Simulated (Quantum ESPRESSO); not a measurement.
# KCo2As2: parallel and opposed starts

Aim: find out which collinear order of KCo2As2 costs least.

Method: LDA; plane waves with GBRV 1.5 LDA potentials, no spin-orbit coupling, in Quantum ESPRESSO 7.5.

## (1) Starting point

The structure is tetragonal, space group I4/mmm (No. 139). The conventional cell has a = 3.740 Å, b = 3.740 Å, c = 13.640 Å, α = 90.00°, β = 90.00°, γ = 90.00°. Nearest to K lie 8 As at 3.37 Å and 4 K at 3.74 Å. Co has 4 As at 2.29 Å nearest. Nearest to As lie 4 Co at 2.29 Å and 4 K at 3.37 Å. Farther neighbours are not listed.

The cell comes from Materials Project 2023-11-01, a database of computed structures, and need not be the stable phase.

## (2) Run 1, typed as ferro ++

The signs are those of the starting moments on the seeded atoms, the atoms that are given a moment.

pw.in

```
&CONTROL
  calculation = 'scf'
  prefix = 'pwscf'
  outdir = './tmp'
  pseudo_dir = './pseudo'
  disk_io = 'nowf'
/
&SYSTEM
  ibrav = 0
  nat = 5
  ntyp = 3
  ecutwfc = 40
  ecutrho = 280
  nbnd = 38
  occupations = 'smearing'
  smearing = 'fd'
  degauss = 0.00734986
  nspin = 2
  starting_magnetization(1) = 0
  starting_magnetization(2) = 0.1176
  starting_magnetization(3) = 0
/
&ELECTRONS
  conv_thr = 1d-08
  electron_maxstep = 150
  mixing_beta = 0.3
/
ATOMIC_SPECIES
K      39.0983 k_lda_v1.4.uspp.F.UPF
Co     58.9332 co_lda_v1.2.uspp.F.UPF
As     74.9216 as_lda_v1.uspp.F.UPF
CELL_PARAMETERS angstrom
  -1.8699690938    1.8699690938    6.8199068568
   1.8699690938   -1.8699690938    6.8199068568
   1.8699690938    1.8699690938   -6.8199068568
ATOMIC_POSITIONS crystal
K       0.0000000000    0.0000000000    0.0000000000
Co      0.7500000000    0.2500000000    0.5000000000
Co      0.2500000000    0.7500000000    0.5000000000
As      0.3465498600    0.3465498600    0.0000000000
As      0.6534501400    0.6534501400    0.0000000000
K_POINTS automatic
10 10 10 0 0 0
```

Launch:

```sh
$ OMP_NUM_THREADS=1 mpirun -n 4 pw.x -nk 4 -in pw.in > pw.out
```

Output:

```text
Program PWSCF v.7.5 starts

     Message from routine setup:
     using ibrav=0 with symmetry is DISCOURAGED, use correct ibrav instead

     K-points division:     npool     =       4
     Subspace diagonalization in iterative solution of the eigenvalue problem:

     G-vector sticks info
     --------------------
     sticks:   dense  smooth     PW     G-vecs:    dense   smooth      PW
     Sum        2863    1631    583                50965    21991    4783

     Using Slab Decomposition

     bravais-lattice index     =            0
     lattice parameter (alat)  =      13.8228  a.u.
     unit-cell volume          =     643.7302 (a.u.)^3
     number of atoms/cell      =            5
     number of atomic types    =            3
     number of electrons       =        53.00
     number of Kohn-Sham states=           38
     kinetic-energy cutoff     =      40.0000  Ry
     charge density cutoff     =     280.0000  Ry
     scf convergence threshold =      1.0E-08
     mixing beta               =       0.3000
     number of iterations used =            8  plain     mixing
     Exchange-correlation= SLA  PZ   NOGX NOGC
                           (   1   1   0   0   0   0   0)

     celldm(1)=  13.822762  celldm(2)=   0.000000  celldm(3)=   0.000000
     celldm(4)=   0.000000  celldm(5)=   0.000000  celldm(6)=   0.000000

     crystal axes: (cart. coord. in units of alat)
               a(1) = (  -0.255646   0.255646   0.932358 )
               a(2) = (   0.255646  -0.255646   0.932358 )
               a(3) = (   0.255646   0.255646  -0.932358 )

     reciprocal axes: (cart. coord. in units 2 pi/alat)
               b(1) = ( -0.000000  1.955832  0.536275 )
               b(2) = (  1.955832 -0.000000  0.536275 )
               b(3) = (  1.955832  1.955832  0.000000 )

     PseudoPot. # 1 for K  read from file:
     k_lda_v1.4.uspp.F.UPF
     Pseudo is Ultrasoft + core correction, Zval =  9.0
     Generated by new atomic code, or converted to UPF format
     Using radial grid of  841 points,  6 beta functions with:
                l(1) =   0
                l(2) =   0
                l(3) =   1
                l(4) =   1
                l(5) =   2
                l(6) =   2
     Q(r) pseudized with  6 coefficients,  rinner =    1.500   1.500   1.500
                                                       1.500   1.500

     PseudoPot. # 2 for Co read from file:
     co_lda_v1.2.uspp.F.UPF
     Pseudo is Ultrasoft + core correction, Zval = 17.0
     Generated by new atomic code, or converted to UPF format
     Using radial grid of  863 points,  6 beta functions with:
                l(1) =   0
                l(2) =   0
                l(3) =   1
                l(4) =   1
                l(5) =   2
                l(6) =   2
     Q(r) pseudized with  8 coefficients,  rinner =    1.200   1.200   1.200
                                                       1.200   1.200

     PseudoPot. # 3 for As read from file:
     as_lda_v1.uspp.F.UPF
     Pseudo is Ultrasoft + core correction, Zval =  5.0
     Generated by new atomic code, or converted to UPF format
     Using radial grid of  875 points,  6 beta functions with:
                l(1) =   0
                l(2) =   0
                l(3) =   1
                l(4) =   1
                l(5) =   2
                l(6) =   2
     Q(r) pseudized with  8 coefficients,  rinner =    1.300   1.300   1.300
                                                       1.300   1.300

     atomic species   valence    mass     pseudopotential
     K                 9.00    39.09830     K ( 1.00)
     Co               17.00    58.93320     Co( 1.00)
     As                5.00    74.92160     As( 1.00)

     Starting magnetic structure
     atomic species   magnetization
     K               0.000
     Co              0.118
     As              0.000

     16 Sym. Ops., with inversion, found

   Cartesian axes

     site n.     atom                  positions (alat units)
         1        K      tau(   1) = (   0.0000000   0.0000000   0.0000000  )
         2        Co     tau(   2) = (   0.0000000   0.2556457   0.4661788  )
         3        Co     tau(   3) = (   0.2556457   0.0000000   0.4661788  )
         4        As     tau(   4) = (   0.0000000   0.0000000   0.6462167  )
         5        As     tau(   5) = (  -0.0000000  -0.0000000   1.2184983  )

     number of k points=   102  Fermi-Dirac smearing, width (Ry)=  0.0073

     Number of k-points >= 100: set verbosity='high' to print them.

     Dense  grid:    50965 G-vectors     FFT dimensions: (  75,  75,  75)

     Smooth grid:    21991 G-vectors     FFT dimensions: (  60,  60,  60)

     Check: negative core charge=   -0.000012
     Generating pointlists ...
     new r_m :   0.1902 (alat units)  2.6290 (a.u.) for type    1
     new r_m :   0.1290 (alat units)  1.7829 (a.u.) for type    2
     new r_m :   0.1290 (alat units)  1.7829 (a.u.) for type    3

     Initial potential from superposition of free atoms

     starting charge      50.4968, renormalised to      53.0000
     Starting wfcs are   42 randomized atomic wfcs

     Self-consistent Calculation

     iteration #  1     ecut=    40.00 Ry     beta= 0.30
     Davidson diagonalization with overlap
     ethr =  1.00E-02,  avg # of iterations =  6.5

     total energy              =    -720.82619329 Ry
     estimated scf accuracy    <      34.03321817 Ry

     total magnetization       =     1.96 Bohr mag/cell
     absolute magnetization    =     2.28 Bohr mag/cell

     iteration #  2     ecut=    40.00 Ry     beta= 0.30
     Davidson diagonalization with overlap
     ethr =  1.00E-02,  avg # of iterations =  3.4

     total energy              =    -732.15730602 Ry
     estimated scf accuracy    <      37.35614768 Ry

     total magnetization       =     0.22 Bohr mag/cell
     absolute magnetization    =     0.28 Bohr mag/cell

     iteration #  3     ecut=    40.00 Ry     beta= 0.30
     Davidson diagonalization with overlap
     ethr =  1.00E-02,  avg # of iterations =  2.0

     total energy              =    -732.00831696 Ry
     estimated scf accuracy    <       6.11344490 Ry

     total magnetization       =     0.49 Bohr mag/cell
     absolute magnetization    =     0.72 Bohr mag/cell

     [... further iterations left out ...]

     iteration # 14     ecut=    40.00 Ry     beta= 0.30
     Davidson diagonalization with overlap
     ethr =  2.12E-08,  avg # of iterations =  5.7

     total energy              =    -733.41615532 Ry
     estimated scf accuracy    <       0.00000028 Ry

     total magnetization       =     0.00 Bohr mag/cell
     absolute magnetization    =     0.00 Bohr mag/cell

     iteration # 15     ecut=    40.00 Ry     beta= 0.30
     Davidson diagonalization with overlap
     ethr =  5.22E-10,  avg # of iterations =  7.3

     total energy              =    -733.41615564 Ry
     estimated scf accuracy    <       0.00000077 Ry

     total magnetization       =    -0.00 Bohr mag/cell
     absolute magnetization    =     0.00 Bohr mag/cell

     iteration # 16     ecut=    40.00 Ry     beta= 0.30
     Davidson diagonalization with overlap
     ethr =  5.22E-10,  avg # of iterations =  2.1

     total energy              =    -733.41615574 Ry
     estimated scf accuracy    <       0.00000004 Ry

     total magnetization       =     0.00 Bohr mag/cell
     absolute magnetization    =     0.00 Bohr mag/cell

     iteration # 17     ecut=    40.00 Ry     beta= 0.30
     Davidson diagonalization with overlap
     ethr =  8.44E-11,  avg # of iterations =  2.7

     Magnetic moment per site  (integrated on atomic sphere of radius R)
     atom   1 (R=0.190)  charge=  8.0622  magn=  0.0000
     atom   2 (R=0.129)  charge= 15.2427  magn=  0.0000
     atom   3 (R=0.129)  charge= 15.2427  magn=  0.0000
     atom   4 (R=0.129)  charge=  2.3554  magn=  0.0000
     atom   5 (R=0.129)  charge=  2.3554  magn=  0.0000

     End of self-consistent calculation

     Number of k-points >= 100: set verbosity='high' to print the bands.

     the Fermi energy is     9.1480 ev

!    total energy              =    -733.41615575 Ry
     estimated scf accuracy    <          2.0E-09 Ry
     smearing contrib. (-TS)   =      -0.00568127 Ry
     internal energy E=F+TS    =    -733.41047448 Ry

     The total energy is F=E-TS. E is the sum of the following terms:
     one-electron contribution =    -678.44380310 Ry
     hartree contribution      =     358.83420538 Ry
     xc contribution           =    -135.83789943 Ry
     ewald contribution        =    -277.96297733 Ry

     total magnetization       =     0.00 Bohr mag/cell
     absolute magnetization    =     0.00 Bohr mag/cell

     convergence has been achieved in  17 iterations

=------------------------------------------------------------------------------=
   JOB DONE.
=------------------------------------------------------------------------------=
```

Elapsed: 7.2 min, on 4 MPI ranks of Intel Xeon Platinum 8259CL at 2.50GHz (Skylake/Cascade Lake), shared host; peak memory 0.93 GiB; 29 min of CPU time.

The spin moment in the atom's sphere vanishes on all atoms.

This step gave:

- smearing term TS: 0.07730 eV
- magnetization: 0 μB
- absolute magnetization: 0 μB
- final state: non-magnetic

## (3) Run 2 (antiferro q=(0,0,1/2) +−+−)

This order needs a doubled cell of 10 atoms. The wavevector q is in fractions of the reciprocal vectors of the crystal's primitive cell, as the cells of these inputs are built from it; moments change sign between cells as cos(2π q·R).

pw.in

```
&CONTROL
  calculation = 'scf'
  prefix = 'pwscf'
  outdir = './tmp'
  pseudo_dir = './pseudo'
  disk_io = 'nowf'
/
&SYSTEM
  ibrav = 0
  nat = 10
  ntyp = 4
  ecutwfc = 40
  ecutrho = 280
  nbnd = 68
  occupations = 'smearing'
  smearing = 'fd'
  degauss = 0.00734986
  nspin = 2
  starting_magnetization(1) = 0
  starting_magnetization(2) = 0.1176
  starting_magnetization(3) = -0.1176
  starting_magnetization(4) = 0
/
&ELECTRONS
  conv_thr = 2d-08
  electron_maxstep = 150
  mixing_beta = 0.3
/
ATOMIC_SPECIES
K      39.0983 k_lda_v1.4.uspp.F.UPF
Co1    58.9332 co_lda_v1.2.uspp.F.UPF
Co2    58.9332 co_lda_v1.2.uspp.F.UPF
As     74.9216 as_lda_v1.uspp.F.UPF
CELL_PARAMETERS angstrom
  -1.8699690938    1.8699690938    6.8199068568
   1.8699690938   -1.8699690938    6.8199068568
   3.7399381876    3.7399381876  -13.6398137136
ATOMIC_POSITIONS crystal
K       0.0000000000    0.0000000000    0.0000000000
K       0.0000000000    0.0000000000    0.5000000000
Co1     0.7500000000    0.2500000000    0.2500000000
Co2     0.7500000000    0.2500000000    0.7500000000
Co1     0.2500000000    0.7500000000    0.2500000000
Co2     0.2500000000    0.7500000000    0.7500000000
As      0.3465498600    0.3465498600    0.0000000000
As      0.3465498600    0.3465498600    0.5000000000
As      0.6534501400    0.6534501400    0.0000000000
As      0.6534501400    0.6534501400    0.5000000000
K_POINTS automatic
10 10 5 0 0 0
```

Output:

```text
[banner, memory and clock lines left out]
Program PWSCF v.7.5 starts

     Message from routine setup:
     using ibrav=0 with symmetry is DISCOURAGED, use correct ibrav instead

     bravais-lattice index     =            0
     lattice parameter (alat)  =      13.8228  a.u.
     unit-cell volume          =    1287.4604 (a.u.)^3
     number of atoms/cell      =           10
     number of atomic types    =            4
     number of electrons       =       106.00
     number of Kohn-Sham states=           68
     kinetic-energy cutoff     =      40.0000  Ry
     charge density cutoff     =     280.0000  Ry
     scf convergence threshold =      2.0E-08
     mixing beta               =       0.3000
     number of iterations used =            8  plain     mixing
     Exchange-correlation= SLA  PZ   NOGX NOGC
                           (   1   1   0   0   0   0   0)

     celldm(1)=  13.822762  celldm(2)=   0.000000  celldm(3)=   0.000000
     celldm(4)=   0.000000  celldm(5)=   0.000000  celldm(6)=   0.000000

     crystal axes: (cart. coord. in units of alat)
               a(1) = (  -0.255646   0.255646   0.932358 )
               a(2) = (   0.255646  -0.255646   0.932358 )
               a(3) = (   0.511291   0.511291  -1.864715 )

     reciprocal axes: (cart. coord. in units 2 pi/alat)
               b(1) = ( -0.000000  1.955832  0.536275 )
               b(2) = (  1.955832 -0.000000  0.536275 )
               b(3) = (  0.977916  0.977916  0.000000 )

     PseudoPot. # 1 for K  read from file:
     k_lda_v1.4.uspp.F.UPF
     Pseudo is Ultrasoft + core correction, Zval =  9.0

     PseudoPot. # 2 for Co read from file:
     co_lda_v1.2.uspp.F.UPF
     Pseudo is Ultrasoft + core correction, Zval = 17.0

     PseudoPot. # 3 for Co read from file:
     co_lda_v1.2.uspp.F.UPF
     Pseudo is Ultrasoft + core correction, Zval = 17.0

     PseudoPot. # 4 for As read from file:
     as_lda_v1.uspp.F.UPF
     Pseudo is Ultrasoft + core correction, Zval =  5.0

     atomic species   valence    mass     pseudopotential
     K                 9.00    39.09830     K ( 1.00)
     Co1              17.00    58.93320     Co( 1.00)
     Co2              17.00    58.93320     Co( 1.00)
     As                5.00    74.92160     As( 1.00)

     Starting magnetic structure
     atomic species   magnetization
     K               0.000
     Co1             0.118
     Co2            -0.118
     As              0.000

      8 Sym. Ops., with inversion, found ( 4 have fractional translation)

   Cartesian axes

     site n.     atom                  positions (alat units)
         1        K      tau(   1) = (   0.0000000   0.0000000   0.0000000  )
         2        K      tau(   2) = (   0.2556457   0.2556457  -0.9323575  )
         3        Co1    tau(   3) = (   0.0000000   0.2556457   0.4661788  )
         4        Co2    tau(   4) = (   0.2556457   0.5112914  -0.4661788  )
         5        Co1    tau(   5) = (   0.2556457   0.0000000   0.4661788  )
         6        Co2    tau(   6) = (   0.5112914   0.2556457  -0.4661788  )
         7        As     tau(   7) = (   0.0000000   0.0000000   0.6462167  )
         8        As     tau(   8) = (   0.2556457   0.2556457  -0.2861408  )
         9        As     tau(   9) = (   0.0000000   0.0000000   1.2184983  )
        10        As     tau(  10) = (   0.2556457   0.2556457   0.2861408  )

     number of k points=    93  Fermi-Dirac smearing, width (Ry)=  0.0073
                       cart. coord. in units 2pi/alat
        k(    1) = (   0.0000000   0.0000000   0.0000000), wk =   0.0020000
        k(    2) = (   0.1955832   0.1955832   0.0000000), wk =   0.0040000
        k(    3) = (   0.3911664   0.3911664   0.0000000), wk =   0.0040000
        k(    4) = (   0.1955832  -0.0000000   0.0536275), wk =   0.0160000
        k(    5) = (   0.3911664   0.1955832   0.0536275), wk =   0.0160000
        [... 88 further k-points ...]

     Dense  grid:   101887 G-vectors     FFT dimensions: (  75,  75, 150)

     Smooth grid:    44003 G-vectors     FFT dimensions: (  60,  60, 120)

     Check: negative core charge=   -0.000012
     Generating pointlists ...
     new r_m :   0.1902 (alat units)  2.6290 (a.u.) for type    1
     new r_m :   0.1290 (alat units)  1.7829 (a.u.) for type    2
     new r_m :   0.1290 (alat units)  1.7829 (a.u.) for type    3
     new r_m :   0.1290 (alat units)  1.7829 (a.u.) for type    4

     Initial potential from superposition of free atoms

     starting charge     100.9936, renormalised to     106.0000
     Starting wfcs are   84 randomized atomic wfcs

     Self-consistent Calculation

     iteration #  1     ecut=    40.00 Ry     beta= 0.30
     Davidson diagonalization with overlap
     ethr =  1.00E-02,  avg # of iterations =  5.0

     total energy              =   -1442.49995899 Ry
     estimated scf accuracy    <      66.29303112 Ry

     total magnetization       =     0.01 Bohr mag/cell
     absolute magnetization    =     4.32 Bohr mag/cell

     iteration #  2     ecut=    40.00 Ry     beta= 0.30
     Davidson diagonalization with overlap
     ethr =  1.00E-02,  avg # of iterations =  4.0

     total energy              =   -1464.17437968 Ry
     estimated scf accuracy    <      73.00652334 Ry

     total magnetization       =     0.00 Bohr mag/cell
     absolute magnetization    =     0.41 Bohr mag/cell

     [... further iterations left out ...]

     iteration # 20     ecut=    40.00 Ry     beta= 0.30
     Davidson diagonalization with overlap
     ethr =  2.26E-10,  avg # of iterations =  1.1

     total energy              =   -1466.83231146 Ry
     estimated scf accuracy    <       0.00000005 Ry

     total magnetization       =     0.00 Bohr mag/cell
     absolute magnetization    =     0.00 Bohr mag/cell

     iteration # 21     ecut=    40.00 Ry     beta= 0.30
     Davidson diagonalization with overlap
     ethr =  4.47E-11,  avg # of iterations =  3.9

     Magnetic moment per site  (integrated on atomic sphere of radius R)
     atom   1 (R=0.190)  charge=  8.0622  magn=  0.0000
     atom   2 (R=0.190)  charge=  8.0622  magn=  0.0000
     atom   3 (R=0.129)  charge= 15.2427  magn=  0.0003
     atom   4 (R=0.129)  charge= 15.2427  magn= -0.0002
     atom   5 (R=0.129)  charge= 15.2427  magn=  0.0003
     atom   6 (R=0.129)  charge= 15.2427  magn= -0.0002
     atom   7 (R=0.129)  charge=  2.3554  magn= -0.0000
     atom   8 (R=0.129)  charge=  2.3554  magn= -0.0000
     atom   9 (R=0.129)  charge=  2.3554  magn= -0.0000
     atom  10 (R=0.129)  charge=  2.3554  magn= -0.0000

     End of self-consistent calculation

     Number of k-points >= 100: set verbosity='high' to print the bands.

     the Fermi energy is     9.1481 ev

!    total energy              =   -1466.83231151 Ry
     estimated scf accuracy    <          5.0E-09 Ry
     smearing contrib. (-TS)   =      -0.01136245 Ry
     internal energy E=F+TS    =   -1466.82094905 Ry

     The total energy is F=E-TS. E is the sum of the following terms:
     one-electron contribution =   -1356.88663080 Ry
     hartree contribution      =     717.66734293 Ry
     xc contribution           =    -271.67570651 Ry
     ewald contribution        =    -555.92595467 Ry

     total magnetization       =     0.00 Bohr mag/cell
     absolute magnetization    =     0.00 Bohr mag/cell

     convergence has been achieved in  21 iterations
```

Wall time 35 min (4 MPI ranks); peak memory 2.1 GiB.

(Part 1 of 2 ends here.)

[Logs and program files are shortened in this print: banners, set-up blocks, solver, clock and traceback lines can be left out without a mark of their own.]

[Logs are printed without paths, hosts, clocks, repeated set-up lines and the standing remarks that a program may print on its own settings, such as how far it seeks lower states.]

[Hosts, paths, dates, database ids (printed as entryN), source tags and the programs' standing remarks are cut or masked in the printed files.]

[Where a cell is said to come from a database of computed structures, the database is the Materials Project.]
